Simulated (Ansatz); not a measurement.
# Σ9 (221) boundary in fcc Au: structure and resistance, part 3 of 3

Aim: the relaxed structure and the specific resistance of the Σ9 (221) boundary in fcc Au.

Ansatz 0.2.0; Ansatz plane-wave DFT, LDA, PAW files; relaxation of a bicrystal slab with its lowest layers held; PAW set soft_1 (the session's first sound run).

So far. Step 3 (Transmission across the boundary): Over the solved energies the transmission per spin lies between 2.23 and 2.26, out of 2.86 channels of the lead on average (up to 2.90). The log calls the step of a lead's potential too much. Step 4 (Specific resistance): Averaged over the energies near the Fermi level, 78.6 % of the channels pass, which makes 0.307 fΩ m².

## Step 5: Single-crystal slab for reference

The free faces cost energy too. A single-crystal slab with the same faces and held layers is relaxed, so that they cancel.

This step: Ansatz plane-wave DFT, LDA, PAW files; relaxation of a single-crystal slab with its lowest layers held; PAW set soft_1 (Ansatz 0.2.0).

System of this step: Au slab, plane (2, 2, 1). The cell holds 29 atoms: 29 Au. Cell: a = 2.884 Å, b = 8.651 Å, c = 30.032 Å, α = 90.0°, β = 90.0°, γ = 90.0°. It derives from Au. Vacuum lies along c.

input.yaml

```yaml
crystal:
  lattice:
    - [2.8837582304, 0.0, 0.0]
    - [0.0, 8.6512746911, 0.0]
    - [0.0, 0.0, 30.0318333324]
  atoms:
    - { symbol: Au, position: [1.0, 0.2222222223, 0.1664900023] }
    - { symbol: Au, position: [0.5, 0.5000000001, 0.1891229307] }
    - { symbol: Au, position: [0.0, 0.7777777779, 0.2117558591] }
    - { symbol: Au, position: [0.5, 0.0555555557, 0.2343887875] }
    - { symbol: Au, position: [0.0, 0.3333333334, 0.2570217158] }
    - { symbol: Au, position: [0.5, 0.6111111112, 0.2796546442] }
    - { symbol: Au, position: [0.0, 0.888888889, 0.3022875726] }
    - { symbol: Au, position: [0.5, 0.1666666668, 0.324920501] }
    - { symbol: Au, position: [0.0, 0.4444444445, 0.3475534294] }
    - { symbol: Au, position: [0.5, 0.7222222223, 0.3701863578] }
    - { symbol: Au, position: [0.0, 1.0e-10, 0.3928192862] }
    - { symbol: Au, position: [0.5, 0.2777777779, 0.4154522146] }
    - { symbol: Au, position: [0.0, 0.5555555556, 0.438085143] }
    - { symbol: Au, position: [0.5, 0.8333333334, 0.4607180714] }
    - { symbol: Au, position: [1.0, 0.1111111112, 0.4833509998] }
    - { symbol: Au, position: [0.5, 0.3888888889, 0.5059839282] }
    - { symbol: Au, position: [0.0, 0.6666666667, 0.5286168566] }
    - { symbol: Au, position: [0.5, 0.9444444445, 0.5512497849] }
    - { symbol: Au, position: [0.0, 0.2222222223, 0.5738827133] }
    - { symbol: Au, position: [0.5, 0.5, 0.5965156417] }
    - { symbol: Au, position: [0.0, 0.7777777778, 0.6191485701] }
    - { symbol: Au, position: [0.5, 0.0555555556, 0.6417814985] }
    - { symbol: Au, position: [0.0, 0.3333333334, 0.6644144269] }
    - { symbol: Au, position: [0.5, 0.6111111111, 0.6870473553] }
    - { symbol: Au, position: [0.0, 0.8888888889, 0.7096802837] }
    - { symbol: Au, position: [0.5, 0.1666666667, 0.7323132121] }
    - { symbol: Au, position: [0.0, 0.4444444445, 0.7549461405] }
    - { symbol: Au, position: [0.5, 0.7222222222, 0.7775790689] }
    - { symbol: Au, position: [0.0, 0.0, 0.8002119973] }
kpoints:
  mp_grid: { grid: [8, 3, 1] }
hamiltonian:
  xc: lda
  pseudopotentials: { kind: paw, azcp: { folder: soft_1 }, xc_functional: pbe }
scf:
  occupations: { method: fermi_dirac, width: 0.1 }
relax:
  f_tol: 0.03
  max_steps: 80
  constraints: [{ sites: [0, 1, 2, 3, 4] }]
```

Run with:

```sh
ansatz run input.yaml --threads 4 --pin off --max-ram 15360MiB --backend cpu --events-out ev --progress --plain --runs-dir out
```

Numbers of over 12 decimals in the logs are rounded to 6 here.

Output:

```text
Warning: crystal.symmetry: narrowed to the stabiliser of the relax constraints — unitary ops 4 → 2; lowered at sites 0, 1, 2, 3, 4, 24, 25, 26, 27, 28 (the operations that carried what is held of a site onto what its image site leaves free; the constrained walk keeps no symmetry that its constraints do not admit)
[...]
Crystal: 29 atoms, lattice volume = 749.240 Å³
Basis set: ecut = 420 eV, 14629 PW (Γ)
Bands: 331, of which v1, the nominal top of the filled ones, is band 276 counted from 1 (275 counted from 0)
Symmetry: 2 space group operations
k-points: 10 of 24 (time reversal used)
[...]
SCF iter   1: F=—  HF=-373130.964486 eV  |F-HF|=—  |Δ(HF+E_count)|=         —  Δρ=6.24e-2  dr2=3.85e1  ethr=3.10e-3  ⟨swp⟩=6.0  Hψ=12330  notcnv=0  defer=177
[...]
SCF iter   7: F=-373120.774684 eV  HF=-373120.774694 eV  |F-HF|=1.03e-5  |Δ(HF+E_count)|=   1.34e-5  Δρ=3.36e-5  dr2=1.30e-5  ethr=4.08e-9  ⟨swp⟩=5.0  Hψ=11695  notcnv=0
SCF 1 converged in 7 iterations: F = -373120.774684 eV  dr2 = 1.30e-5
[...]
relax step   1: F+E_penalty+E_count = -373120.77468353 eV  Δ(F+E_penalty+E_count) = +0.000e0 eV  max|allowed force component| = 7.532e-1 eV/Å  Δτ_max = 0.0000 Å  (7 SCF iters, dr2 threshold 2.25e-5 eV, accepted)
[...]
SCF iter   5: F=-373120.941517 eV  HF=-373120.941517 eV  |F-HF|=2.24e-7  |Δ(HF+E_count)|=   7.96e-5  Δρ=2.66e-5  dr2=5.79e-6  ethr=6.44e-9  ⟨swp⟩=3.4  Hψ=12845  notcnv=0
SCF 2 converged in 5 iterations: F = -373120.941517 eV  dr2 = 5.79e-6
relax step   2: F+E_penalty+E_count = -373120.94151654 eV  Δ(F+E_penalty+E_count) = -1.668e-1 eV  max|allowed force component| = 3.017e-1 eV/Å  Δτ_max = 0.1927 Å  (5 SCF iters, dr2 threshold 3.55e-5 eV, accepted)
SCF iter   1: F=—  HF=-373121.195298 eV  |F-HF|=—  |Δ(HF+E_count)|=         —  Δρ=7.74e-3  dr2=4.11e-1  ethr=1.08e-3  ⟨swp⟩=5.7  Hψ=9492  notcnv=0  defer=369
[...]
SCF iter   7: F=-373121.038646 eV  HF=-373121.038646 eV  |F-HF|=2.52e-7  |Δ(HF+E_count)|=   1.43e-6  Δρ=6.60e-6  dr2=4.67e-7  ethr=1.03e-9  ⟨swp⟩=5.0  Hψ=11023  notcnv=0
SCF 3 converged in 7 iterations: F = -373121.038646 eV  dr2 = 4.67e-7
relax step   3: F+E_penalty+E_count = -373121.03864571 eV  Δ(F+E_penalty+E_count) = -9.713e-2 eV  max|allowed force component| = 6.617e-2 eV/Å  Δτ_max = 0.2000 Å  (7 SCF iters, dr2 threshold 5.69e-6 eV, accepted)
[...]
relax step   4: F+E_penalty+E_count = -373121.06006111 eV  Δ(F+E_penalty+E_count) = -2.142e-2 eV  max|allowed force component| = 3.811e-2 eV/Å  Δτ_max = 0.1430 Å  (8 SCF iters, accepted)
[...]
relax step   5: F+E_penalty+E_count = -373121.06020544 eV  Δ(F+E_penalty+E_count) = -1.443e-4 eV  max|allowed force component| = 4.082e-2 eV/Å  Δτ_max = 0.0485 Å  (7 SCF iters, accepted)
SCF iter   1: F=—  HF=-373121.062276 eV  |F-HF|=—  |Δ(HF+E_count)|=         —  Δρ=7.33e-4  dr2=3.37e-3  ethr=5.70e-6  ⟨swp⟩=3.7  Hψ=7863  notcnv=0  defer=370
[...]
SCF iter   7: F=-373121.061111 eV  HF=-373121.061111 eV  |F-HF|=1.34e-9  |Δ(HF+E_count)|=   2.08e-8  Δρ=4.44e-7  dr2=1.98e-9  ethr=1.81e-11  ⟨swp⟩=4.0  Hψ=10197  notcnv=0
SCF 6 converged in 7 iterations: F = -373121.061111 eV  dr2 = 1.98e-9
relax step   6: F+E_penalty+E_count = -373121.06111145 eV  Δ(F+E_penalty+E_count) = -9.060e-4 eV  max|allowed force component| = 3.422e-3 eV/Å  Δτ_max = 0.0176 Å  (7 SCF iters, accepted)
SCF converged after 7 iterations
Free energy (F): -373121.061111 eV
[...]
Internal energy: -373120.747657 eV  (E = F + TS)
E sigma→0 (E₀):  -373120.904384 eV
Entropy (-TS):   -0.313454 eV (-10.809 meV/atom)
Fermi energy:    11.424888 eV
[...]
--- Forces (eV/Å), atoms counted from 1 ---
  atom   1  Au     0.00000000     0.35717577     0.74233795
  atom   2  Au     0.00000000     0.02586031     0.02724956
  atom   3  Au    -0.00000000    -0.12859956    -0.06621506
  atom   4  Au    -0.00000000    -0.20397909    -0.63481972
  atom   5  Au    -0.00000000    -0.04069766    -0.06847992
  atom   6  Au    -0.00000000     0.00015678    -0.00065613
  atom   7  Au     0.00000000    -0.00008467     0.00012598
  atom   8  Au     0.00000000    -0.00024058    -0.00039637
  atom   9  Au    -0.00000000     0.00008288     0.00012578
  atom  10  Au    -0.00000000     0.00023169     0.00001163
  atom  11  Au    -0.00000000    -0.00018198    -0.00011976
  atom  12  Au     0.00000000    -0.00022464    -0.00027741
  atom  13  Au     0.00000000     0.00000391    -0.00033395
  atom  14  Au     0.00000000    -0.00006994     0.00071944
  atom  15  Au     0.00000000    -0.00035802     0.00013641
  atom  16  Au    -0.00000000    -0.00068348    -0.00006454
  atom  17  Au    -0.00000000    -0.00113453    -0.00148399
  atom  18  Au    -0.00000000    -0.00070671     0.00122361
  atom  19  Au     0.00000000    -0.00230970     0.00110523
  atom  20  Au     0.00000000    -0.00249232    -0.00276325
  atom  21  Au    -0.00000000    -0.00091121    -0.00061539
  atom  22  Au     0.00000000    -0.00342200     0.00007100
  atom  23  Au    -0.00000000     0.00268779     0.00179279
  atom  24  Au    -0.00000000     0.00219290     0.00206297
  atom  25  Au    -0.00000000     0.00013879    -0.00232673
  atom  26  Au     0.00000000    -0.00254661    -0.00054002
  atom  27  Au     0.00000000     0.00029971    -0.00013686
  atom  28  Au    -0.00000000    -0.00271353    -0.00052254
  atom  29  Au    -0.00000000     0.00253822     0.00256811
  max |Σ_I F_I| component: 2.21e-4 eV/Å
--- Relaxed structure (6 steps of the walk, 6 accepted, 0 SCFs on fresh bases) ---
  F+E_penalty+E_count = -373121.06111145 eV   max|allowed force component| = 3.422e-3 eV/Å
  atoms:
    - { symbol: Au, position: [1.0, 0.222222, 0.166490] }
    - { symbol: Au, position: [0.5, 0.500000, 0.189123] }
    - { symbol: Au, position: [0.0, 0.777778, 0.211756] }
    - { symbol: Au, position: [0.5, 0.055556, 0.234389] }
    - { symbol: Au, position: [0.0, 0.333333, 0.257022] }
    - { symbol: Au, position: [0.5, 0.611697, 0.278843] }
    - { symbol: Au, position: [9.328306060956932e-19, 0.891690, 0.301168] }
    - { symbol: Au, position: [0.5, 0.168767, 0.323662] }
    - { symbol: Au, position: [7.867135657000385e-19, 0.446806, 0.345538] }
    - { symbol: Au, position: [0.5, 0.724282, 0.367295] }
    - { symbol: Au, position: [5.613444598455191e-19, 0.00168538, 0.390245] }
    - { symbol: Au, position: [0.5, 0.279387, 0.412147] }
    - { symbol: Au, position: [3.490026811926215e-19, 0.556603, 0.434295] }
    - { symbol: Au, position: [0.5, 0.833161, 0.456374] }
    - { symbol: Au, position: [1.0, 0.111360, 0.478784] }
    - { symbol: Au, position: [0.5, 0.388571, 0.501052] }
    - { symbol: Au, position: [-5.427967382299397e-19, 0.665037, 0.523123] }
    - { symbol: Au, position: [0.5, 0.943730, 0.545141] }
    - { symbol: Au, position: [-4.918708254772945e-19, 0.220745, 0.567661] }
    - { symbol: Au, position: [0.5, 0.495186, 0.590247] }
    - { symbol: Au, position: [-8.756322316462707e-19, 0.775149, 0.610838] }
    - { symbol: Au, position: [0.5, 0.057170, 0.634338] }
    - { symbol: Au, position: [-2.140032309642897e-18, 0.326908, 0.658335] }
    - { symbol: Au, position: [0.5, 0.606398, 0.677477] }
    - { symbol: Au, position: [-7.3386064054443e-19, 0.886686, 0.697239] }
    - { symbol: Au, position: [0.5, 0.174131, 0.729373] }
    - { symbol: Au, position: [0, 0.444450, 0.747459] }
    - { symbol: Au, position: [0.5, 0.707828, 0.767489] }
    - { symbol: Au, position: [-8.612460042402125e-18, -0.025858, 0.783976] }
```

Elapsed: 8.5 min, on 4 threads of Arm Neoverse V1, shared host; peak memory 4.7 GiB; 34 min of CPU time.

The steps of the relaxation:

```tsv
step	energy less that of the first step (eV)	largest force component (eV/Å)
1	0.0000	0.7532
2	-0.1668	0.3017
3	-0.2640	0.0662
4	-0.2854	0.0381
5	-0.2855	0.0408
6	-0.2864	0.0034
```

The atoms that moved most (Å):

```tsv
atom	dx	dy	dz	length
Au29	0.000	-0.224	-0.488	0.536
Au25	0.000	-0.019	-0.374	0.374
Au28	0.000	-0.125	-0.303	0.328
Au24	0.000	-0.041	-0.287	0.290
Au21	0.000	-0.023	-0.250	0.251
Au27	0.000	0.000	-0.225	0.225
Au22	0.000	0.014	-0.224	0.224
Au20	0.000	-0.042	-0.188	0.193
```

Final coordinates:

```xyz
29
Lattice="2.8838 0.0000 0.0000 0.0000 8.6513 0.0000 0.0000 0.0000 30.0318" Properties=species:S:1:pos:R:3
Au    2.8838    1.9225    5.0000
Au    1.4419    4.3256    5.6797
Au    0.0000    6.7288    6.3594
Au    1.4419    0.4806    7.0391
Au    0.0000    2.8838    7.7188
Au    1.4419    5.2920    8.3742
Au    0.0000    7.7143    9.0446
Au    1.4419    1.4601    9.7202
Au    0.0000    3.8654   10.3771
Au    1.4419    6.2660   11.0305
Au    0.0000    0.0146   11.7198
Au    1.4419    2.4171   12.3775
Au    0.0000    4.8153   13.0427
Au    1.4419    7.2079   13.7057
Au    2.8838    0.9634   14.3788
Au    1.4419    3.3616   15.0475
Au    0.0000    5.7534   15.7103
Au    1.4419    8.1645   16.3716
Au    0.0000    1.9097   17.0479
Au    1.4419    4.2840   17.7262
Au    0.0000    6.7060   18.3446
Au    1.4419    0.4946   19.0503
Au    0.0000    2.8282   19.7710
Au    1.4419    5.2461   20.3459
Au    0.0000    7.6710   20.9394
Au    1.4419    1.5065   21.9044
Au    0.0000    3.8451   22.4476
Au    1.4419    6.1236   23.0491
Au    0.0000   -0.2237   23.5442
```

This step gave:

```yaml
free_energy: -373121.0611 eV
energy_at_zero_smearing: -373120.9044 eV
fermi_energy: 11.42 eV
```

The largest force component on a free atom ends at 0.0034 eV/Å, under the tolerance of 0.03, after 6 steps.

## Step 6: Bulk reference

The perfect crystal gives the energy per atom, for the atoms by which bicrystal and slab differ.

This step: Ansatz plane-wave DFT, LDA, PAW files; bulk reference; PAW set soft_1 (Ansatz 0.2.0).

System of this step: Au. The structure is cubic, space group Fm-3m (No. 225). The conventional cell has a = 4.078 Å, b = 4.078 Å, c = 4.078 Å, α = 90.00°, β = 90.00°, γ = 90.00°. Au has 12 Au at 2.88 Å nearest.

input.yaml, the sections that differ from step 5:

```yaml
crystal:
  lattice:
    - [0.0, 2.039125, 2.039125]
    - [2.039125, 0.0, 2.039125]
    - [2.039125, 2.039125, 0.0]
  atoms:
    - { symbol: Au, position: [0.0, 0.0, 0.0] }
kpoints:
  mp_grid: { grid: [18, 18, 18] }
# hamiltonian, scf: as in step 5
# relax: removed
```

Output:

```text
[...]
Crystal: 1 atoms, lattice volume = 16.957 Å³
Basis set: ecut = 420 eV, 331 PW (Γ)
Bands: 14, of which v1, the nominal top of the filled ones, is band 10 counted from 1 (9 counted from 0)
Symmetry: 48 space group operations
[...]
k-points: 195 of 5832
[...]
SCF iter   1: F=—  HF=-12866.741320 eV  |F-HF|=—  |Δ(HF+E_count)|=         —  Δρ=7.71e-2  dr2=1.09e0  ethr=3.10e-3  ⟨swp⟩=4.1  Hψ=13121  notcnv=0
[...]
SCF iter   6: F=-12866.387636 eV  HF=-12866.387636 eV  |F-HF|=6.46e-9  |Δ(HF+E_count)|=   1.54e-8  Δρ=7.28e-6  dr2=7.79e-9  ethr=3.30e-10  ⟨swp⟩=1.0  Hψ=8102  notcnv=0
SCF 1 converged in 6 iterations: F = -12866.387636 eV  dr2 = 7.79e-9
[...]
SCF converged after 6 iterations
Free energy (F): -12866.387636 eV
[...]
Internal energy: -12866.378503 eV  (E = F + TS)
E sigma→0 (E₀):  -12866.383069 eV
Entropy (-TS):   -0.009133 eV (-9.133 meV/atom)
Fermi energy:    20.302029 eV
[...]
```

The job ended after 0.74 s (4 threads; peak memory 0.29 GiB; 2.2 s of CPU time).

Numbers from this step:

```
free energy             : -12866.3876 eV
energy at zero smearing : -12866.3831 eV
Fermi energy            : 20.30 eV
```

## Step 7: Boundary energy

This step: Ansatz plane-wave DFT, LDA, PAW files; bicrystal less single-crystal slab less bulk atoms, a boundary area; PAW set soft_1 (Ansatz 0.2.0).

Numbers from this step:

```yaml
excess_energy_of_the_cell: 0.9292 eV
boundary_energy: 0.5968 J/m²
```

The boundary costs 0.60 J/m².

By hand: 0.929 eV / 24.95 Å² × 16.02 = 0.597 J/m².

## Step 8: Outcome

| Property | Result |
| --- | --- |
| specific resistance of the boundary | 0.307 fΩ m² |
| share of channels that pass | 0.786 |
| boundary energy | 0.597 J/m² |

What this shows: The boundary has a specific resistance of 0.31 fΩ m² and an energy of 0.60 J/m². The boundary reflects 21 % of the channels; 0.31 fΩ m² is 3.1×10⁻¹² Ω·cm². That equals the resistance of 14 nm of bulk Au at 300 K (measured 2.271 µΩ cm, CRC Handbook of Chemistry and Physics, 84th ed., 2003, Electrical Resistivity of Pure Metals). In the relaxation the upper grain slid sideways by about 0.5 Å, so the result belongs to the position that it found, not to the starting one. One starting structure was relaxed; another shift or atom count at the boundary may lie lower. Spin-orbit coupling is left out, which matters for Au. A lead's potential steps by up to 51 meV from period to period, which the log calls too much, so longer leads could move the result.

[Logs are printed without paths, hosts, clocks, repeated set-up lines and the standing remarks that a program may print on its own settings, such as how far it seeks lower states.]

[Hosts, paths, dates, database ids (printed as entryN), source tags and the programs' standing remarks are cut or masked in the printed files.]
